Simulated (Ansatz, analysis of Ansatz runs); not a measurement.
# Can an added electron hop between W atoms in SrWO4 (I4_1/a)?

Question: does an added electron stay on the W atom where it is started in SrWO4 (I4_1/a), and if so, how high is the barrier for a hop to another W site nearby? Model: a cell of 96 host atoms.

Calculated with Ansatz 0.2.0; plane-wave PAW DFT, PBEsol+U; relaxation of all atoms of a supercell at fixed charge in a uniform background; PAW set soft_1.

Report form: the programs' logs are mostly left out.

## (1) The structure

The cell holds 96 atoms: 16 Sr, 16 W and 64 O. Cell: a = 10.810 Å, b = 10.810 Å, c = 11.836 Å, α = 90.0°, β = 90.0°, γ = 90.0°. It derives from SrWO4 (space group I4_1/a). Nearest the centre at fractional (0.500, 0.375, 0.625): O24 at 1.48 Å, O57 at 1.48 Å, W53 at 2.00 Å, W79 at 2.00 Å, O65 at 2.53 Å, O40 at 2.53 Å, O59 at 2.59 Å, O22 at 2.59 Å.

Hubbard terms: W d 4.0 eV. They were chosen, not fitted, to curb self-interaction in the shells named, the trial site's among them. The two sites are W79 and W53. The cell's shortest repeat is 10.8 Å.

## (2) The cell without the carrier

The neutral cell is relaxed first, from small random displacements, so that bond lengths and moments with the carrier can be set beside those of a relaxed cell without it.

neutral.relax/input.yaml

```yaml
crystal:
  lattice:
    - [10.81023386, 0.0, 0.0]
    - [0.0, 10.81023386, 0.0]
    - [0.0, 0.0, 11.836472]
  atoms:
    - { symbol: Sr, position: [0.0, 0.25, 0.25] }
    - { symbol: Sr, position: [0.25, 0.0, 0.75] }
[... 1 atom line left out ...]
    - { symbol: Sr, position: [0.25, 0.25, 0.5] }
[... 3 atom lines left out ...]
    - { symbol: W, position: [0.25, 0.25, 0.0] }
    - { symbol: O, position: [0.117818, 0.428238, 0.583493] }
[... 1 atom line left out ...]
    - { symbol: O, position: [0.071762, 0.367818, 0.833493] }
    - { symbol: O, position: [0.321762, 0.117818, 0.333493] }
    - { symbol: O, position: [0.178238, 0.382182, 0.333493] }
    - { symbol: O, position: [0.428238, 0.132182, 0.833493] }
[... 1 atom line left out ...]
    - { symbol: O, position: [0.382182, 0.071762, 0.583493] }
    - { symbol: O, position: [0.117818, 0.178238, 0.666507] }
[... 2 atom lines left out ...]
    - { symbol: O, position: [0.321762, 0.367818, 0.916507] }
[... 1 atom line left out ...]
    - { symbol: O, position: [0.428238, 0.382182, 0.416507] }
[... 1 atom line left out ...]
    - { symbol: O, position: [0.382182, 0.321762, 0.666507] }
[... 1 atom line left out ...]
    - { symbol: Sr, position: [0.25, 0.5, 0.75] }
[... 1 atom line left out ...]
    - { symbol: Sr, position: [0.25, 0.75, 0.5] }
[... 7 atom lines left out ...]
    - { symbol: O, position: [0.321762, 0.617818, 0.333493] }
[... 1 atom line left out ...]
    - { symbol: O, position: [0.428238, 0.632182, 0.833493] }
[... 1 atom line left out ...]
    - { symbol: O, position: [0.382182, 0.571762, 0.583493] }
    - { symbol: O, position: [0.117818, 0.678238, 0.666507] }
[... 6 atom lines left out ...]
    - { symbol: O, position: [0.382182, 0.821762, 0.666507] }
    - { symbol: Sr, position: [0.5, 0.25, 0.25] }
    - { symbol: Sr, position: [0.75, 0.0, 0.75] }
[... 1 atom line left out ...]
    - { symbol: Sr, position: [0.75, 0.25, 0.5] }
    - { symbol: W, position: [0.5, 0.25, 0.75] }
[... 1 atom line left out ...]
    - { symbol: W, position: [0.5, 0.0, 0.5] }
[... 1 atom line left out ...]
    - { symbol: O, position: [0.617818, 0.428238, 0.583493] }
[... 1 atom line left out ...]
    - { symbol: O, position: [0.571762, 0.367818, 0.833493] }
[... 1 atom line left out ...]
    - { symbol: O, position: [0.678238, 0.382182, 0.333493] }
[... 2 atom lines left out ...]
    - { symbol: O, position: [0.882182, 0.071762, 0.583493] }
    - { symbol: O, position: [0.617818, 0.178238, 0.666507] }
[... 1 atom line left out ...]
    - { symbol: O, position: [0.571762, 0.117818, 0.416507] }
    - { symbol: O, position: [0.821762, 0.367818, 0.916507] }
    - { symbol: O, position: [0.678238, 0.132182, 0.916507] }
    - { symbol: O, position: [0.928238, 0.382182, 0.416507] }
[... 1 atom line left out ...]
    - { symbol: O, position: [0.882182, 0.321762, 0.666507] }
[... 1 atom line left out ...]
    - { symbol: Sr, position: [0.75, 0.5, 0.75] }
    - { symbol: Sr, position: [0.5, 0.5, 0.0] }
    - { symbol: Sr, position: [0.75, 0.75, 0.5] }
    - { symbol: W, position: [0.5, 0.75, 0.75] }
[... 1 atom line left out ...]
    - { symbol: W, position: [0.5, 0.5, 0.5] }
[... 1 atom line left out ...]
    - { symbol: O, position: [0.617818, 0.928238, 0.583493] }
[... 6 atom lines left out ...]
    - { symbol: O, position: [0.882182, 0.571762, 0.583493] }
    - { symbol: O, position: [0.617818, 0.678238, 0.666507] }
[... 1 atom line left out ...]
    - { symbol: O, position: [0.571762, 0.617818, 0.416507] }
[... 1 atom line left out ...]
    - { symbol: O, position: [0.678238, 0.632182, 0.916507] }
[... 2 atom lines left out ...]
    - { symbol: O, position: [0.882182, 0.821762, 0.666507] }
basis:
  ecutwfc: 420
  xc_grid: 2
hamiltonian:
  xc: pbesol
  hubbard:
    sites: [{ species: W, l: d, u_eff: 4.0 }]
    projectors: ortho-atomic
  pseudopotentials: { kind: paw, azcp: { folder: soft_1 }, xc_functional: pbe }
kpoints:
  mp_grid: { grid: [1, 1, 1] }
scf:
  occupations: { method: fermi_dirac, width: 0.01 }
  max_iter: 120
  lower_state_search: "off"
output:
  forces: true
relax:
  f_tol: 0.02
  max_steps: 70
  random_displacement: { amplitude: 0.04, seed: 2867 }
checkpoint:
  write: "../neutral.relax.run"
  compress: false
  write_wavefunctions: true
  write_every: 100000
```

Started as:

```sh
$ ansatz run input.yaml --threads 32 --pin off --max-ram 84787MiB --backend cuda --events-out ev --progress --plain --runs-dir out --max-vram 78GiB
```

It took 5.1 s on 1 × NVIDIA GB200 with 32 threads of Arm Neoverse V2, shared host; peak memory 1.5 GiB.

The largest displacement from an ideal site is 0.008 Å.

## (3) The electron on the first site

The nearest neighbour or neighbours of the site start displaced and the site's starting moment is changed by the carrier's spin, since a carrier doesn't trap itself in the undistorted lattice.

A.relax/input.yaml

```yaml
crystal:
  lattice:
    - [10.81023386, 0.0, 0.0]
    - [0.0, 10.81023386, 0.0]
    - [0.0, 0.0, 11.836472]
  atoms:
    - { symbol: Sr, position: [-6.2e-05, 0.249759, 0.250007] }
    - { symbol: Sr, position: [0.249886, -9.9e-05, 0.749948] }
[... 1 atom line left out ...]
    - { symbol: Sr, position: [0.24986, 0.249862, 0.499887] }
[... 4 atom lines left out ...]
    - { symbol: O, position: [0.117343, 0.427529, 0.583486] }
[... 1 atom line left out ...]
    - { symbol: O, position: [0.071946, 0.3675, 0.833453] }
    - { symbol: O, position: [0.322191, 0.117493, 0.333455] }
    - { symbol: O, position: [0.177524, 0.382255, 0.333602] }
    - { symbol: O, position: [0.427601, 0.132167, 0.833453] }
[... 1 atom line left out ...]
    - { symbol: O, position: [0.382178, 0.072019, 0.583378] }
    - { symbol: O, position: [0.117514, 0.177601, 0.666355] }
[... 2 atom lines left out ...]
    - { symbol: O, position: [0.322037, 0.367418, 0.916424] }
[... 1 atom line left out ...]
    - { symbol: O, position: [0.423563, 0.375709, 0.411614] }
[... 1 atom line left out ...]
    - { symbol: O, position: [0.382056, 0.32206, 0.666263] }
[... 1 atom line left out ...]
    - { symbol: Sr, position: [0.249695, 0.499769, 0.749922] }
[... 1 atom line left out ...]
    - { symbol: Sr, position: [0.249829, 0.749912, 0.499949] }
[... 7 atom lines left out ...]
    - { symbol: O, position: [0.322157, 0.617567, 0.333508] }
[... 1 atom line left out ...]
    - { symbol: O, position: [0.427489, 0.631984, 0.833577] }
[... 1 atom line left out ...]
    - { symbol: O, position: [0.375382, 0.576067, 0.588095] }
    - { symbol: O, position: [0.117396, 0.677614, 0.666383] }
[... 6 atom lines left out ...]
    - { symbol: O, position: [0.382139, 0.82205, 0.666468] }
    - { symbol: Sr, position: [0.499928, 0.249837, 0.249907] }
    - { symbol: Sr, position: [0.749796, -0.000131, 0.749914] }
[... 1 atom line left out ...]
    - { symbol: Sr, position: [0.749784, 0.249841, 0.49989] }
    - { symbol: W, position: [0.499774, 0.249845, 0.749812] }
[... 1 atom line left out ...]
    - { symbol: W, position: [0.499896, -0.000152, 0.499794] }
[... 1 atom line left out ...]
    - { symbol: O, position: [0.623916, 0.423581, 0.588206] }
[... 1 atom line left out ...]
    - { symbol: O, position: [0.572014, 0.367505, 0.833404] }
[... 1 atom line left out ...]
    - { symbol: O, position: [0.677616, 0.382171, 0.333595] }
[... 2 atom lines left out ...]
    - { symbol: O, position: [0.882194, 0.072257, 0.583616] }
    - { symbol: O, position: [0.617409, 0.177526, 0.666228] }
[... 1 atom line left out ...]
    - { symbol: O, position: [0.572127, 0.11754, 0.41621] }
    - { symbol: O, position: [0.822083, 0.367349, 0.916363] }
    - { symbol: O, position: [0.677684, 0.132012, 0.916384] }
    - { symbol: O, position: [0.927491, 0.382285, 0.41622] }
[... 1 atom line left out ...]
    - { symbol: O, position: [0.882058, 0.322076, 0.666301] }
[... 1 atom line left out ...]
    - { symbol: Sr, position: [0.74985, 0.499718, 0.749899] }
    - { symbol: Sr, position: [0.499833, 0.499682, -4.3e-05] }
    - { symbol: Sr, position: [0.749837, 0.749886, 0.500005] }
    - { symbol: W, position: [0.499736, 0.749743, 0.75008] }
    - { symbol: W, position: [0.749957, 0.499826, 0.250058] }
    - { symbol: W, position: [0.499734, 0.499892, 0.499949], spin: 1.0 }
[... 1 atom line left out ...]
    - { symbol: O, position: [0.617571, 0.9276, 0.583387] }
[... 6 atom lines left out ...]
    - { symbol: O, position: [0.882089, 0.572156, 0.583424] }
    - { symbol: O, position: [0.617344, 0.677527, 0.666413] }
[... 1 atom line left out ...]
    - { symbol: O, position: [0.576081, 0.624122, 0.411786] }
[... 1 atom line left out ...]
    - { symbol: O, position: [0.677629, 0.631984, 0.916323] }
[... 2 atom lines left out ...]
    - { symbol: O, position: [0.882157, 0.822179, 0.666454] }
total_charge: -1
basis:
  ecutwfc: 420
  xc_grid: 2
hamiltonian:
  xc: pbesol
  hubbard:
    sites: [{ species: W, l: d, u_eff: 4.0 }]
    projectors: ortho-atomic
  pseudopotentials: { kind: paw, azcp: { folder: soft_1 }, xc_functional: pbe }
kpoints:
  mp_grid: { grid: [1, 1, 1] }
magnetization:
  spin_polarized: true
  initial_magnetization: 1
  spin_locking: { lock_magnetization: hard }
scf:
  occupations: { method: fermi_dirac, width: 0.01 }
  max_iter: 120
  lower_state_search: "off"
output:
  forces: true
relax:
  f_tol: 0.015
  max_steps: 70
  escape_saddle: false
checkpoint:
  write: "../A.relax.run"
  compress: false
  write_wavefunctions: true
  write_every: 100000
```

Run time: 9.1 s. Hardware: 1 × NVIDIA GB200 with 32 threads; peak memory 1.8 GiB; 38 s of CPU time.

The steps of the relaxation:

| step | energy less that of the first step (eV) | largest force component (eV/Å) |
| --- | --- | --- |
| 1 | 0.0000 | 0.9978 |
| 2 | -0.0506 | 0.6456 |
| 3 | -0.3533 | 0.1675 |
| 4 | -0.3634 | 0.0895 |
| 5 | -0.3669 | 0.0248 |
| 6 | -0.3677 | 0.0229 |
| 7 | -0.3681 | 0.0075 |

The atoms that moved most (Å):

| atom | dx | dy | dz | length |
| --- | --- | --- | --- | --- |
| O22 | 0.004 | -0.044 | 0.128 | 0.135 |
| O57 | 0.045 | 0.003 | -0.127 | 0.135 |
| O91 | -0.003 | 0.042 | 0.126 | 0.133 |
| O40 | -0.040 | -0.003 | -0.126 | 0.132 |
| Sr26 | 0.038 | 0.024 | -0.056 | 0.072 |
| Sr49 | -0.024 | 0.036 | 0.056 | 0.071 |
| Sr73 | 0.023 | -0.036 | 0.057 | 0.071 |
| Sr74 | -0.036 | -0.023 | -0.056 | 0.070 |

The moves above count from the input, in which the site's nearest neighbours were already displaced; the distances below compare with the cell without the carrier.

Distances from W79 without and with the electron:

| atom | without (Å) | with (Å) |
| --- | --- | --- |
| O22 | 1.79 | 1.85 |
| O40 | 1.79 | 1.85 |
| O91 | 1.79 | 1.85 |
| O57 | 1.79 | 1.85 |

The largest changes of the moments are 0.35 μB on W79, 0.02 μB on O22 and 0.02 μB on O57. The largest part sits on the chosen site.

## (4) The electron on the second site

The same start is made on the second site, to get the end of the hop.

B.relax/input.yaml

```yaml
crystal:
  lattice:
    - [10.81023386, 0.0, 0.0]
    - [0.0, 10.81023386, 0.0]
    - [0.0, 0.0, 11.836472]
  atoms:
    - { symbol: Sr, position: [-6.2e-05, 0.249759, 0.250007] }
    - { symbol: Sr, position: [0.249886, -9.9e-05, 0.749948] }
[... 19 atom lines left out ...]
    - { symbol: O, position: [0.427541, 0.382276, 0.416261] }
[... 1 atom line left out ...]
    - { symbol: O, position: [0.375489, 0.326038, 0.661617] }
[... 15 atom lines left out ...]
    - { symbol: O, position: [0.38195, 0.57209, 0.583448] }
[... 12 atom lines left out ...]
    - { symbol: W, position: [0.499774, 0.249845, 0.749812], spin: 1.0 }
[... 3 atom lines left out ...]
    - { symbol: O, position: [0.617348, 0.427559, 0.583559] }
[... 21 atom lines left out ...]
    - { symbol: W, position: [0.499734, 0.499892, 0.499949] }
[... 16 atom lines left out ...]
    - { symbol: O, position: [0.882157, 0.822179, 0.666454] }
total_charge: -1
basis:
  ecutwfc: 420
  xc_grid: 2
hamiltonian:
  xc: pbesol
  hubbard:
    sites: [{ species: W, l: d, u_eff: 4.0 }]
    projectors: ortho-atomic
  pseudopotentials: { kind: paw, azcp: { folder: soft_1 }, xc_functional: pbe }
kpoints:
  mp_grid: { grid: [1, 1, 1] }
magnetization:
  spin_polarized: true
  initial_magnetization: 1
  spin_locking: { lock_magnetization: hard }
scf:
  occupations: { method: fermi_dirac, width: 0.01 }
  max_iter: 120
  lower_state_search: "off"
output:
  forces: true
relax:
  f_tol: 0.015
  max_steps: 70
  escape_saddle: false
checkpoint:
  write: "../B.relax.run"
  compress: false
  write_wavefunctions: true
  write_every: 100000
```

It took 9.3 s on 1 × NVIDIA GB200 with 32 threads; peak memory 1.9 GiB; 37 s of CPU time.

Distances from W53 without and with the electron:

| atom | without (Å) | with (Å) |
| --- | --- | --- |
| O24 | 1.79 | 1.85 |
| O59 | 1.79 | 1.85 |
| O14 | 1.79 | 1.85 |
| O65 | 1.79 | 1.85 |

The largest changes of the moments are 0.35 μB on W53, 0.02 μB on O14 and 0.02 μB on O59. The largest part sits on the chosen site.

## (5) Points on the line between the two structures

All atoms move on the straight line between the two relaxed structures, 2.81 amu^1/2 Å long in mass-weighted terms. Each point starts from the state of the point before, once from either end, so that both localised states can be followed; the midpoint is also started with the carrier shared.

A.x0500/input.yaml

```yaml
crystal:
  lattice:
    - [10.81023386, 0.0, 0.0]
    - [0.0, 10.81023386, 0.0]
    - [0.0, 0.0, 11.836472]
  atoms:
    - { symbol: Sr, position: [-0.000384, 0.24976, 0.250777] }
    - { symbol: Sr, position: [0.250902, 0.001207, 0.749942] }
[... 19 atom lines left out ...]
    - { symbol: O, position: [0.425327, 0.377473, 0.418747] }
[... 1 atom line left out ...]
    - { symbol: O, position: [0.376769, 0.323513, 0.670969] }
[... 28 atom lines left out ...]
    - { symbol: W, position: [0.500276, 0.249374, 0.750272] }
[... 3 atom lines left out ...]
    - { symbol: O, position: [0.622949, 0.426085, 0.578906] }
[... 1 atom line left out ...]
    - { symbol: O, position: [0.574401, 0.372127, 0.831116] }
[... 19 atom lines left out ...]
    - { symbol: W, position: [0.499458, 0.500228, 0.499586], spin: 1.0 }
[... 16 atom lines left out ...]
    - { symbol: O, position: [0.881924, 0.822121, 0.666689] }
total_charge: -1
basis:
  ecutwfc: 420
  xc_grid: 2
hamiltonian:
  xc: pbesol
  hubbard:
    sites: [{ species: W, l: d, u_eff: 4.0 }]
    projectors: ortho-atomic
  pseudopotentials: { kind: paw, azcp: { folder: soft_1 }, xc_functional: pbe }
kpoints:
  mp_grid: { grid: [1, 1, 1] }
magnetization:
  spin_polarized: true
  initial_magnetization: 1
  spin_locking: { lock_magnetization: hard }
scf:
  occupations: { method: fermi_dirac, width: 0.01 }
  max_iter: 120
  lower_state_search: "off"
output:
  forces: true
  eigenvalues: true
  eigenstates: { localisation: true }
  write_density: true
  write_potential: true
  volumetric_format: npy
checkpoint:
  read: "../A.x0375.run"
  write: "../A.x0500.run"
  compress: false
  write_wavefunctions: true
  write_every: 100000
```

Run time: 2.7 s. Hardware: 1 × NVIDIA GB200 with 32 threads; peak memory 1.5 GiB.

States next to the filling edge at the first k-point, on the run's own zero (eigenstates.tsv). The participation number counts the atoms that a state is spread over, of 96; bands count from 0.

| spin | band | energy (eV) | occupation | participation | largest share on | share |
| --- | --- | --- | --- | --- | --- | --- |
| down | 378 | 6.625 | 1.00 | 34.9 | O18 | 0.05 |
| down | 379 | 6.680 | 1.00 | 18.2 | O24 | 0.09 |
| down | 380 | 6.681 | 1.00 | 24.1 | O22 | 0.10 |
| down | 381 | 6.740 | 1.00 | 11.1 | O91 | 0.14 |
| down | 382 | 6.761 | 1.00 | 27.3 | O22 | 0.08 |
| down | 383 | 6.817 | 1.00 | 12.0 | O24 | 0.16 |
| down | 384 | 11.199 | 0.00 | 29.8 | W6 | 0.06 |
| down | 385 | 11.311 | 0.00 | 42.5 | W55 | 0.05 |
| down | 386 | 11.329 | 0.00 | 28.4 | W5 | 0.08 |
| down | 387 | 11.393 | 0.00 | 25.3 | W6 | 0.08 |
| down | 388 | 11.393 | 0.00 | 25.3 | W8 | 0.08 |
| up | 379 | 6.680 | 1.00 | 17.6 | O24 | 0.09 |
| up | 380 | 6.683 | 1.00 | 24.2 | O22 | 0.10 |
| up | 381 | 6.743 | 1.00 | 11.2 | O91 | 0.13 |
| up | 382 | 6.764 | 1.00 | 26.9 | O22 | 0.09 |
| up | 383 | 6.823 | 1.00 | 11.9 | O24 | 0.16 |
| up | 384 | 10.773 | 1.00 | 7.8 | W53 | 0.23 |
| up | 385 | 10.883 | 0.00 | 8.2 | W53 | 0.22 |
| up | 386 | 11.202 | 0.00 | 29.0 | W6 | 0.06 |
| up | 387 | 11.319 | 0.00 | 39.1 | W55 | 0.06 |
| up | 388 | 11.338 | 0.00 | 22.7 | W5 | 0.10 |
| up | 389 | 11.386 | 0.00 | 25.1 | W78 | 0.08 |

Under PBEsol+U (4 eV) at the zone centre alone, the highest filled state is spin up, spread over 8 of 96 atoms, and the lowest empty one, 0.11 eV above it, is spin up, spread over 8 of 96 atoms.

The largest moments in the atoms' spheres: W53 0.19, W79 0.19, W29 0.01, W7 0.01, O57 -0.01, O24 -0.01 μB.

Free energies from the first end:

| started from | fraction | energy (eV) | moment change on W79 (μB) | on W53 (μB) |
| --- | --- | --- | --- | --- |
| first site | 0 | 0.000 | 0.35 | 0.00 |
| first site | 0.125 | 0.021 | 0.34 | 0.00 |
| first site | 0.25 | 0.082 | 0.33 | 0.01 |
| first site | 0.375 | 0.172 | 0.29 | 0.05 |
| first site | 0.5 | 0.218 | 0.19 | 0.19 |
| first site | 0.625 | 0.172 | 0.05 | 0.29 |
| second site | 0.875 | 0.021 | 0.00 | 0.34 |
| second site | 0.75 | 0.082 | 0.01 | 0.33 |
| second site | 0.625 | 0.172 | 0.05 | 0.29 |
| second site | 0.5 | 0.218 | 0.19 | 0.19 |
| second site | 0.375 | 0.172 | 0.29 | 0.05 |
| shared | 0.5 | 0.218 | 0.19 | 0.19 |
| second site | 1 | 0.000 | 0.00 | 0.35 |

## (6) Results

```json
{
 "barrier forward": "0.22 eV",
 "barrier backward": "0.22 eV",
 "distance of the two sites without the carrier": "4.01 Å",
 "carrier at the midpoint": "shared"
}
```

On this line the electron must cross 0.22 eV to hop 4.01 Å; both ends have the same energy within 0.005 eV. At the midpoint the lowest state found shares the carrier between both sites, and no finished start kept it on one. That fits an adiabatic hop but does not prove it, since self-interaction left by this U favours sharing too. With an assumed attempt frequency of 1e13 per second the rate at 300 K would be 2e+09 per second for this barrier, if every crossing succeeded. A straight line need not be the lowest path, so the true barrier at this U can be lower, or higher if the ends can still break their symmetry. No run compares the localised electron with one spread in the band, so its binding is unknown and the barrier may exceed it. The program's search for lower electronic states was switched off in all runs, so that each state is followed; none is shown to be the lowest at its structure. No image-charge correction is applied; it nearly cancels along the line while the charge stays localised. What this leaves open: sampling at the zone centre alone can move energies of charged and open-shell states by tenths of an eV or more in cells of this size; gap and trapping depend on the U chosen (W d 4.0 eV); spin–orbit coupling, which can matter with heavy atoms, is left out.

[Logs are printed without paths, hosts, clocks, repeated set-up lines and the standing remarks that a program may print on its own settings, such as how far it seeks lower states.]

[Hosts, paths, dates, database ids (printed as entryN), source tags and the programs' standing remarks are cut or masked in the printed files.]
